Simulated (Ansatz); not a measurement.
# Ba on Rh(111): change of the work function

Wanted: Δφ(θ) for Ba/Rh(111), starting from the fcc site.

Program: Ansatz 0.2.0. Level of theory: plane-wave DFT, PBE, Ansatz PAW. Values are calculated unless marked as measured.

### 1. Set-up

The cell holds 4 atoms: 4 Rh. Its edges and angles: a = 2.687 Å, b = 2.687 Å, c = 24.582 Å, α = 90.0°, β = 90.0°, γ = 60.0°. Vacuum lies along c.

### 2. The clean slab

The bare slab comes first, as the zero from which every change is counted. The two lowest layers are held at bulk places and the upper ones relax. The dipole correction removes the false field that a one-sided slab makes across the periodic vacuum, so each face gets a flat vacuum level of its own.

input.yaml reads:

```yaml
crystal:
  lattice:
    - [2.6870057685, 0.0, 0.0]
    - [1.3435028843, 2.3270152556, 0.0]
    - [0.0, 0.0, 24.5817930688]
  atoms:
    - { symbol: Rh, position: [0.0, 0.0, 0.3661246344] }
    - { symbol: Rh, position: [0.3333333333, 0.3333333333, 0.4553748781] }
    - { symbol: Rh, position: [0.6666666667, 0.6666666667, 0.5446251219] }
    - { symbol: Rh, position: [0.0, 0.0, 0.6338753656] }
kpoints:
  mp_grid: { grid: [12, 12, 1] }
hamiltonian:
  xc: pbe
scf:
  occupations: { method: fermi_dirac, width: 0.1 }
  convergence: { dr2_threshold: 1.0e-08 }
efield:
  axis: 3
  dipole_correction: true
  ramp_position: 0.97
  ramp_width: 0.06
relax:
  f_tol: 0.02
  max_steps: 60
  constraints: [{ sites: [0, 1] }]
output:
  write_potential: true
  write_density: true
  volumetric_format: npy
```

The run is started by

```
> ansatz run input.yaml --threads 4 --pin off --max-ram 16384MiB --backend cpu --events-out ev --progress --plain --runs-dir out
```

Standard output:

```text
Engine: ansatz 0.2.0, aarch64-unknown-linux-gnu
Pseudopotentials: kind: paw
Pseudopotential: Rh, paw, valence charge 17, recommended cutoff 420 eV (normal), Rh.paw.azcp
Functional definition: PBE
  parameter kappa = 0.804
  parameter beta = 0.066725
  exchange = pbe_x(kappa = kappa, mu = beta*pi^2/3)
  correlation = pbe_c(beta = beta)
Crystal: 4 atoms, lattice volume = 153.703 Å³
Basis set: ecut = 420 eV, 3065 PW (Γ), exchange–correlation on 36×36×360 points (8 copies of the dense FFT grid, shifted against one another)
Bands: 41, of which v1, the nominal top of the filled ones, is band 34 counted from 1 (33 counted from 0)
Symmetry: 6 space group operations
k-points: 19 of 144 (time reversal used)
Non-local potential: Rh, projectors of the file, l = 0: 3, l = 1: 2, l = 2: 2, l = 3: 1
PAW form: soft (Blöchl's): semilocal exchange-correlation on the pseudo side does not see the compensation charge
PAW one-centre angular grid: Rh, 590 points (default); XC on 64 Gauss nodes
Initial density: superposition of atomic densities (neutral atoms: chi_scale 0, normalization atom), corrected by the library's trained network
Initial wavefunctions: pseudopotential atomic-orbital guess
Functional: x = pbe(κ = 0.804, μ = 0.219515), c = pbe(β = 0.066725)
SCF iter   1: F=—  HF=-25610.048058 eV  |F-HF|=—  |Δ(HF+E_count)|=         —  Δρ=3.00e-3  dr2=7.23e-3  ethr=1.77e-3  p=-0.000 e·Å  D=-1.92e-14 V/Å  ΔV_dip=0.00 eV  dr2_dipole=1.99e-7  V_vac-E_F(+/−)=4.98/4.98 eV  ⟨swp⟩=8.3  Hψ=3723  notcnv=0  defer=3
efield: sawtooth ramp at fractional position 0.9700 (set: `efield.ramp_position`, or a place that a band, a saddle search or an elastic batch's reference lends), width 0.0600; the density the first Hamiltonian is built on has a dipole p = -0.000 e·Å; the dipole correction subtracts the counter field D = -1.92e-14 V/Å, which shifts the + side's vacuum level by +0.00 eV against the − side's; the planar-averaged density in the ramp window peaks in size at 3.7e-6 e/Å³
preconditioner: auto → LDOS  [metal: Δε(μ)=0.005 eV  Ē_g=5.586 eV  σ=0.100 eV  W_gap=0.01  n_scr=18 (ndim 8)  ℏωp=18.0 eV  f_vac=0.588  D(μ)=6.30/eV (n_scr^D=38)  β→1.0]
SCF iter   2: F=—  HF=-25610.050255 eV  |F-HF|=—  |Δ(HF+E_count)|=   2.20e-3  Δρ=1.42e-3  dr2=2.83e-3  ethr=1.06e-5  p=0.000 e·Å  D=2.16e-5 V/Å  ΔV_dip=-0.00 eV  dr2_dipole=2.84e-7  V_vac-E_F(+/−)=5.18/5.18 eV  ⟨swp⟩=3.2  Hψ=1977  notcnv=0  defer=5
SCF iter   3: F=—  HF=-25610.049790 eV  |F-HF|=—  |Δ(HF+E_count)|=   4.66e-4  Δρ=6.39e-4  dr2=1.01e-3  ethr=4.16e-6  p=0.000 e·Å  D=7.89e-6 V/Å  ΔV_dip=-0.00 eV  dr2_dipole=2.56e-8  V_vac-E_F(+/−)=5.16/5.16 eV  ⟨swp⟩=3.1  Hψ=1662  notcnv=0  defer=5
SCF iter   4: F=—  HF=-25610.049607 eV  |F-HF|=—  |Δ(HF+E_count)|=   1.82e-4  Δρ=2.42e-4  dr2=8.22e-5  ethr=1.49e-6  p=0.000 e·Å  D=4.71e-6 V/Å  ΔV_dip=-0.00 eV  dr2_dipole=6.13e-10  V_vac-E_F(+/−)=5.17/5.17 eV  ⟨swp⟩=2.0  Hψ=1119  notcnv=0  defer=5
SCF iter   5: F=—  HF=-25610.049591 eV  |F-HF|=—  |Δ(HF+E_count)|=   1.68e-5  Δρ=6.97e-5  dr2=8.06e-6  ethr=1.21e-7  p=0.000 e·Å  D=3.22e-6 V/Å  ΔV_dip=-0.00 eV  dr2_dipole=2.45e-10  V_vac-E_F(+/−)=5.17/5.17 eV  ⟨swp⟩=2.5  Hψ=1423  notcnv=0  defer=5
SCF iter   6: F=—  HF=-25610.049590 eV  |F-HF|=—  |Δ(HF+E_count)|=   6.64e-7  Δρ=1.34e-5  dr2=5.18e-7  ethr=1.18e-8  p=0.000 e·Å  D=1.21e-6 V/Å  ΔV_dip=-0.00 eV  dr2_dipole=9.29e-12  V_vac-E_F(+/−)=5.17/5.17 eV  ⟨swp⟩=2.1  Hψ=1270  notcnv=0  defer=5
SCF iter   7: F=—  HF=-25610.049590 eV  |F-HF|=—  |Δ(HF+E_count)|=   2.79e-7  Δρ=5.14e-6  dr2=1.23e-7  ethr=7.62e-10  p=0.000 e·Å  D=5.79e-7 V/Å  ΔV_dip=-0.00 eV  dr2_dipole=1.73e-12  V_vac-E_F(+/−)=5.17/5.17 eV  ⟨swp⟩=3.3  Hψ=1732  notcnv=0  defer=5
SCF iter   8: F=—  HF=-25610.049590 eV  |F-HF|=—  |Δ(HF+E_count)|=   5.12e-8  Δρ=1.84e-6  dr2=1.43e-8  ethr=1.82e-10  p=0.000 e·Å  D=2.16e-7 V/Å  ΔV_dip=-0.00 eV  dr2_dipole=2.19e-13  V_vac-E_F(+/−)=5.17/5.17 eV  ⟨swp⟩=2.2  Hψ=975  notcnv=0  defer=5
SCF iter   9: F=-25610.049590 eV  HF=-25610.049590 eV  |F-HF|=2.91e-9  |Δ(HF+E_count)|=   5.47e-9  Δρ=5.56e-7  dr2=7.73e-10  ethr=1.47e-11  p=0.000 e·Å  D=8.59e-8 V/Å  ΔV_dip=-0.00 eV  dr2_dipole=7.15e-13  V_vac-E_F(+/−)=5.17/5.17 eV  ⟨swp⟩=9.8  Hψ=5462  notcnv=0
SCF 1 converged in 9 iterations: F = -25610.049590 eV  dr2 = 7.73e-10
  greatest PAW one-centre occupation: 1.000 electrons in one spin orbital (limit 2), on the Rh atom at site 2 (counted from 0), in its partial waves of l = 0
relax step   1: F+E_penalty+E_count = -25610.04959025 eV  Δ(F+E_penalty+E_count) = +0.000e0 eV  max|allowed force component| = 3.499e-2 eV/Å  Δτ_max = 0.0000 Å  (9 SCF iters, accepted)
Initial density: handed on by an earlier stage of this run
Initial wavefunctions: those handed on with the density
iter 1 solved again at ethr=2.02e-5 eV; its pass at ethr=3.10e-3 eV (dr2=1.37e-2 eV) is discarded
SCF iter   1: F=—  HF=-25610.049956 eV  |F-HF|=—  |Δ(HF+E_count)|=         —  Δρ=1.41e-3  dr2=1.32e-2  ethr=2.02e-5  p=-0.000 e·Å  D=-1.72e-8 V/Å  ΔV_dip=0.00 eV  dr2_dipole=4.55e-3  V_vac-E_F(+/−)=5.17/5.17 eV  ⟨swp⟩=1.3  Hψ=2099  notcnv=0  defer=5
efield: sawtooth ramp at fractional position 0.9700 (set: `efield.ramp_position`, or a place that a band, a saddle search or an elastic batch's reference lends), width 0.0600; the density the first Hamiltonian is built on has a dipole p = -0.000 e·Å; the dipole correction subtracts the counter field D = -1.72e-8 V/Å, which shifts the + side's vacuum level by +0.00 eV against the − side's; the planar-averaged density in the ramp window peaks in size at 1.1e-6 e/Å³
preconditioner: auto → LDOS  [metal: Δε(μ)=0.011 eV  Ē_g=5.583 eV  σ=0.100 eV  W_gap=0.03  n_scr=18 (ndim 8)  ℏωp=18.0 eV  f_vac=0.589  D(μ)=6.28/eV (n_scr^D=38)  β→1.0]
SCF iter   2: F=—  HF=-25610.049812 eV  |F-HF|=—  |Δ(HF+E_count)|=   1.45e-4  Δρ=5.73e-4  dr2=4.48e-4  ethr=1.95e-5  p=-0.000 e·Å  D=-7.30e-5 V/Å  ΔV_dip=0.00 eV  dr2_dipole=6.02e-5  V_vac-E_F(+/−)=5.17/5.17 eV  ⟨swp⟩=1.3  Hψ=785  notcnv=0  defer=5
SCF iter   3: F=—  HF=-25610.049720 eV  |F-HF|=—  |Δ(HF+E_count)|=   9.20e-5  Δρ=3.44e-4  dr2=2.78e-4  ethr=6.58e-7  p=0.000 e·Å  D=3.36e-4 V/Å  ΔV_dip=-0.01 eV  dr2_dipole=5.68e-5  V_vac-E_F(+/−)=5.16/5.17 eV  ⟨swp⟩=3.8  Hψ=1937  notcnv=0  defer=5
SCF iter   4: F=—  HF=-25610.049680 eV  |F-HF|=—  |Δ(HF+E_count)|=   4.00e-5  Δρ=4.06e-5  dr2=4.97e-6  ethr=4.09e-7  p=0.000 e·Å  D=1.14e-4 V/Å  ΔV_dip=-0.00 eV  dr2_dipole=1.06e-8  V_vac-E_F(+/−)=5.17/5.17 eV  ⟨swp⟩=2.0  Hψ=1120  notcnv=0  defer=5
SCF iter   5: F=—  HF=-25610.049673 eV  |F-HF|=—  |Δ(HF+E_count)|=   6.23e-6  Δρ=1.60e-5  dr2=7.23e-7  ethr=7.30e-9  p=0.000 e·Å  D=1.16e-4 V/Å  ΔV_dip=-0.00 eV  dr2_dipole=1.40e-8  V_vac-E_F(+/−)=5.17/5.17 eV  ⟨swp⟩=3.6  Hψ=1778  notcnv=0  defer=5
SCF iter   6: F=—  HF=-25610.049674 eV  |F-HF|=—  |Δ(HF+E_count)|=   4.90e-7  Δρ=5.88e-6  dr2=1.11e-7  ethr=1.06e-9  p=0.000 e·Å  D=1.19e-4 V/Å  ΔV_dip=-0.00 eV  dr2_dipole=8.70e-9  V_vac-E_F(+/−)=5.17/5.17 eV  ⟨swp⟩=2.1  Hψ=1053  notcnv=0  defer=5
SCF iter   7: F=-25610.049674 eV  HF=-25610.049674 eV  |F-HF|=3.74e-8  |Δ(HF+E_count)|=   1.26e-7  Δρ=1.67e-6  dr2=5.94e-9  ethr=1.47e-11  p=0.000 e·Å  D=1.18e-4 V/Å  ΔV_dip=-0.00 eV  dr2_dipole=2.05e-11  V_vac-E_F(+/−)=5.17/5.17 eV  ⟨swp⟩=8.8  Hψ=6148  notcnv=0
SCF 2 converged in 7 iterations: F = -25610.049674 eV  dr2 = 5.94e-9
relax step   2: F+E_penalty+E_count = -25610.04967410 eV  Δ(F+E_penalty+E_count) = -8.384e-5 eV  max|allowed force component| = 2.244e-2 eV/Å  Δτ_max = 0.0127 Å  (7 SCF iters, accepted)
SCF iter   1: F=—  HF=-25610.049763 eV  |F-HF|=—  |Δ(HF+E_count)|=         —  Δρ=5.17e-4  dr2=1.81e-3  ethr=2.64e-5  p=0.000 e·Å  D=1.18e-4 V/Å  ΔV_dip=-0.00 eV  dr2_dipole=6.21e-4  V_vac-E_F(+/−)=5.17/5.17 eV  ⟨swp⟩=2.1  Hψ=1238  notcnv=0  defer=5
efield: sawtooth ramp at fractional position 0.9700 (set: `efield.ramp_position`, or a place that a band, a saddle search or an elastic batch's reference lends), width 0.0600; the density the first Hamiltonian is built on has a dipole p = 0.000 e·Å; the dipole correction subtracts the counter field D = 1.18e-4 V/Å, which shifts the + side's vacuum level by -0.00 eV against the − side's; the planar-averaged density in the ramp window peaks in size at 9.0e-7 e/Å³
preconditioner: auto → LDOS  [metal: Δε(μ)=0.011 eV  Ē_g=5.578 eV  σ=0.100 eV  W_gap=0.03  n_scr=18 (ndim 8)  ℏωp=18.0 eV  f_vac=0.589  D(μ)=6.28/eV (n_scr^D=38)  β→1.0]
SCF iter   2: F=—  HF=-25610.049743 eV  |F-HF|=—  |Δ(HF+E_count)|=   2.08e-5  Δρ=1.96e-4  dr2=5.12e-5  ethr=2.66e-6  p=0.000 e·Å  D=1.57e-4 V/Å  ΔV_dip=-0.00 eV  dr2_dipole=7.88e-6  V_vac-E_F(+/−)=5.17/5.17 eV  ⟨swp⟩=1.2  Hψ=936  notcnv=0  defer=5
SCF iter   3: F=—  HF=-25610.049729 eV  |F-HF|=—  |Δ(HF+E_count)|=   1.37e-5  Δρ=1.13e-4  dr2=3.33e-5  ethr=7.53e-8  p=0.000 e·Å  D=2.72e-6 V/Å  ΔV_dip=-0.00 eV  dr2_dipole=7.51e-6  V_vac-E_F(+/−)=5.17/5.17 eV  ⟨swp⟩=3.4  Hψ=1737  notcnv=0  defer=5
SCF iter   4: F=—  HF=-25610.049724 eV  |F-HF|=—  |Δ(HF+E_count)|=   4.52e-6  Δρ=1.39e-5  dr2=6.45e-7  ethr=4.89e-8  p=0.000 e·Å  D=7.60e-5 V/Å  ΔV_dip=-0.00 eV  dr2_dipole=1.24e-8  V_vac-E_F(+/−)=5.17/5.17 eV  ⟨swp⟩=2.0  Hψ=1111  notcnv=0  defer=5
SCF iter   5: F=—  HF=-25610.049722 eV  |F-HF|=—  |Δ(HF+E_count)|=   2.95e-6  Δρ=5.64e-6  dr2=9.33e-8  ethr=9.48e-10  p=0.000 e·Å  D=7.48e-5 V/Å  ΔV_dip=-0.00 eV  dr2_dipole=3.73e-9  V_vac-E_F(+/−)=5.17/5.17 eV  ⟨swp⟩=3.6  Hψ=1645  notcnv=0  defer=5
SCF iter   6: F=—  HF=-25610.049722 eV  |F-HF|=—  |Δ(HF+E_count)|=   1.30e-7  Δρ=1.95e-6  dr2=1.17e-8  ethr=1.37e-10  p=0.000 e·Å  D=7.30e-5 V/Å  ΔV_dip=-0.00 eV  dr2_dipole=7.61e-10  V_vac-E_F(+/−)=5.17/5.17 eV  ⟨swp⟩=2.2  Hψ=1093  notcnv=0  defer=5
SCF iter   7: F=-25610.049722 eV  HF=-25610.049722 eV  |F-HF|=9.63e-9  |Δ(HF+E_count)|=   1.96e-8  Δρ=6.17e-7  dr2=1.05e-9  ethr=1.47e-11  p=0.000 e·Å  D=7.30e-5 V/Å  ΔV_dip=-0.00 eV  dr2_dipole=6.42e-13  V_vac-E_F(+/−)=5.17/5.17 eV  ⟨swp⟩=9.8  Hψ=5444  notcnv=0
SCF 3 converged in 7 iterations: F = -25610.049722 eV  dr2 = 1.05e-9
relax step   3: F+E_penalty+E_count = -25610.04972167 eV  Δ(F+E_penalty+E_count) = -4.757e-5 eV  max|allowed force component| = 3.975e-4 eV/Å  Δτ_max = 0.0047 Å  (7 SCF iters, accepted)
NSCF: frozen V_eff on 19 k-points
the band table was solved once a step of the walk had ended and its energy, with any forces and stress, was formed, with the checks that follow a solve (3909 applications of the Hamiltonian). They found nothing against the state; the energy, forces and stress were not computed again (output.eigenvalues in the input reference)
WARN: The output density's exchange-correlation potential varies sharply where the density is thin. Do not read a vacuum level from v_tot or v_xc, or from such a field of the output density. On a cell that repeats whose density bears no net charge and no dipole along the vacuum's axis use v_es (v_loc + v_h of the components); under efield.dipole_correction with no amplitude use v_es + v_field, which holds any externa [...]
SCF converged after 7 iterations
Free energy (F): -25610.049722 eV
Harris-Foulkes:  -25610.049722 eV  (|F-HF|=9.63e-9)
Internal energy: -25609.837670 eV  (E = F + TS)
E sigma→0 (E₀):  -25609.943696 eV
Entropy (-TS):   -0.212052 eV (-53.013 meV/atom)
Fermi energy:    4.706112 eV
Dipole field:    D = 0.000072 V/Å  (p = 0.000061 e·Å, saw-weighted, corrected)
Work function:   Φ+ = 5.1674 eV   Φ− = 5.1692 eV
Levels:          The Fermi level and band energies are counted from a zero that moves with the ramp; work functions are not
--- Per-component energies (eV) ---
  E_band       = -1526.571688
  E_kinetic    = 2290.090185
  E_local      = -122491.003598  (includes V_loc(G=0)·N_el)
  E_nonlocal   = 1421.302643
  E_hartree    = 59724.727791
  E_xc         = -884.908045
  E_vxc        = -1110.509521  (∫ρ·V_xc dr)
  E_paw        = -14348.611587  (= ΣΔE_a)
  E_vpaw       = -1085.912723  (= ΣTr[D̂ρ^β])
  E_aug_tail   = 0.003404  (compensation charges beyond the density's cutoff)
  E_efield     = 0.000000  (sawtooth field / dipole correction)
  E_vefield    = 0.000014  (∫n·V_field dr)
  E_ewald      = 48678.561538
  E_smearing   = -0.212052  (= −TS)
  E_closure    = -0.000000  (closes the sum)
  Σ components = -25610.049722   (vs F -25610.049722, Δ=0.00e0)
--- Forces (eV/Å), atoms counted from 1 ---
  atom   1  Rh    -0.00000000     0.00000000     0.03097946
  atom   2  Rh    -0.00000000    -0.00000000    -0.03084720
  atom   3  Rh    -0.00000000     0.00000000    -0.00039750
  atom   4  Rh     0.00000000    -0.00000000     0.00027289
  max |Σ_I F_I| component: 7.64e-6 eV/Å
--- Band table (eV; the first three rows and the last of 19) ---
  k-point 0: bands = [... 30 lower, 2.7526, 3.6994, 3.6994, 3.9980, 3.9980, 4.7099, 4.7099, 4.8205, ... 3 higher]
  k-point 1: bands = [... 30 lower, 2.5536, 3.5756, 3.5774, 3.8488, 4.0260, 4.1381, 4.5315, 4.7073, ... 3 higher]
  k-point 2: bands = [... 30 lower, 2.9651, 3.0842, 3.3252, 3.5013, 3.8110, 4.0323, 4.6964, 5.0882, ... 3 higher]
  k-point 18: bands = [... 30 lower, 3.6443, 3.6486, 4.5244, 4.8653, 4.9521, 4.9529, 11.6585, 11.8523, ... 3 higher]
--- Relaxed structure (3 steps of the walk, 3 accepted, 0 SCFs on fresh bases) ---
  F+E_penalty+E_count = -25610.04972167 eV   max|allowed force component| = 3.975e-4 eV/Å
  atoms:
    - { symbol: Rh, position: [0.0, 0.0, 0.3661246344] }
    - { symbol: Rh, position: [0.333333, 0.333333, 0.455375] }
    - { symbol: Rh, position: [0.666667, 0.666667, 0.544472] }
    - { symbol: Rh, position: [0, 0, 0.633551] }
```

Run time: 9.5 s. Hardware: 4 threads of Arm Neoverse V1, shared host; peak memory 0.46 GiB; 37 s of CPU time.

The column dr2 measures how far the density is from self-consistency, as an energy; F and HF (Harris–Foulkes) agree once it is small.

Relaxation path:

```tsv
step	energy less that of the first step (eV)	largest force component (eV/Å)
1	0.0000	0.0350
2	-0.0001	0.0224
3	-0.0001	0.0004
```

Forces are held to the 6 operations that the program found; a distortion that breaks them can't arise in this run.

The relaxed structure:

```cif
data_structure
_symmetry_space_group_name_H-M 'P 1'
_symmetry_Int_Tables_number 1
_cell_length_a 2.6870
_cell_length_b 2.6870
_cell_length_c 24.5818
_cell_angle_alpha 90.000
_cell_angle_beta 90.000
_cell_angle_gamma 60.000
_cell_volume 153.70
loop_
_atom_site_label
_atom_site_type_symbol
_atom_site_fract_x
_atom_site_fract_y
_atom_site_fract_z
_atom_site_occupancy
Rh1 Rh 0.00000 0.00000 0.36612 1
Rh2 Rh 0.33333 0.33333 0.45537 1
Rh3 Rh 0.66667 0.66667 0.54447 1
Rh4 Rh 0.00000 0.00000 0.63355 1
```

Numbers from this step:

```yaml
energy_at_zero_smearing: -25609.9437 eV
work_function_upper_face: 5.167 eV
dipole_along_the_normal: 6.10e-5 e·Å
```

Running mean over 2.194 Å of the planar mean; the ramp of the sawtooth is left out. The electron's electrostatic potential energy less the Fermi level by z:

z (Å), electron's electrostatic potential energy less the Fermi level (eV) and a bar from the least value:
```
      3.5        5.2 ##############################
      4.0        5.2 ##############################
      4.5        5.2 ##############################
      5.0        5.2 ##############################
      5.5        5.2 ##############################
      6.0        5.1 ##############################
      6.5        4.9 ##############################
      7.0        4.2 ############################
      7.5        1.0 #######################
      8.0       -5.6 #############
      8.5      -11.0 ####
      9.0      -12.7 #
      9.5      -13.0 #
     10.0      -13.1 
     10.5      -13.1 
     11.0      -13.2 
     11.5      -13.3 
     12.0      -13.3 
     12.5      -13.3 
     13.0      -13.3 
     13.5      -13.2 
     14.0      -13.2 
     14.5      -13.1 
     15.0      -13.0 
     15.5      -12.8 #
     16.0      -11.5 ###
     16.5       -6.6 ###########
     17.0        0.1 ######################
     17.5        3.9 ############################
     18.0        4.8 #############################
     18.5        5.1 ##############################
     19.0        5.1 ##############################
     19.5        5.2 ##############################
     20.0        5.2 ##############################
     20.5        5.2 ##############################
     21.0        5.2 ##############################
     21.5        5.2 ##############################
```

The relaxation took 3 steps and lowered the energy by 1.3e-4 eV; the largest force on the free atoms ends at 4.0e-4 eV/Å.

The work function of the upper face is 5.17 eV.

(Continued in part 2 of 3.)

[Long decimals in the printed logs are rounded to 6 places.]

[Logs are printed without paths, hosts, clocks, repeated set-up lines and the standing remarks that a program may print on its own settings, such as how far it seeks lower states.]

[Hosts, paths, dates, database ids (printed as entryN), source tags and the programs' standing remarks are cut or masked in the printed files.]

[Maps of the electrostatic potential energy from Ansatz leave out the sawtooth potential of an applied field or a dipole correction, so their vacuum need not be flat; planar profiles and work functions include it.]
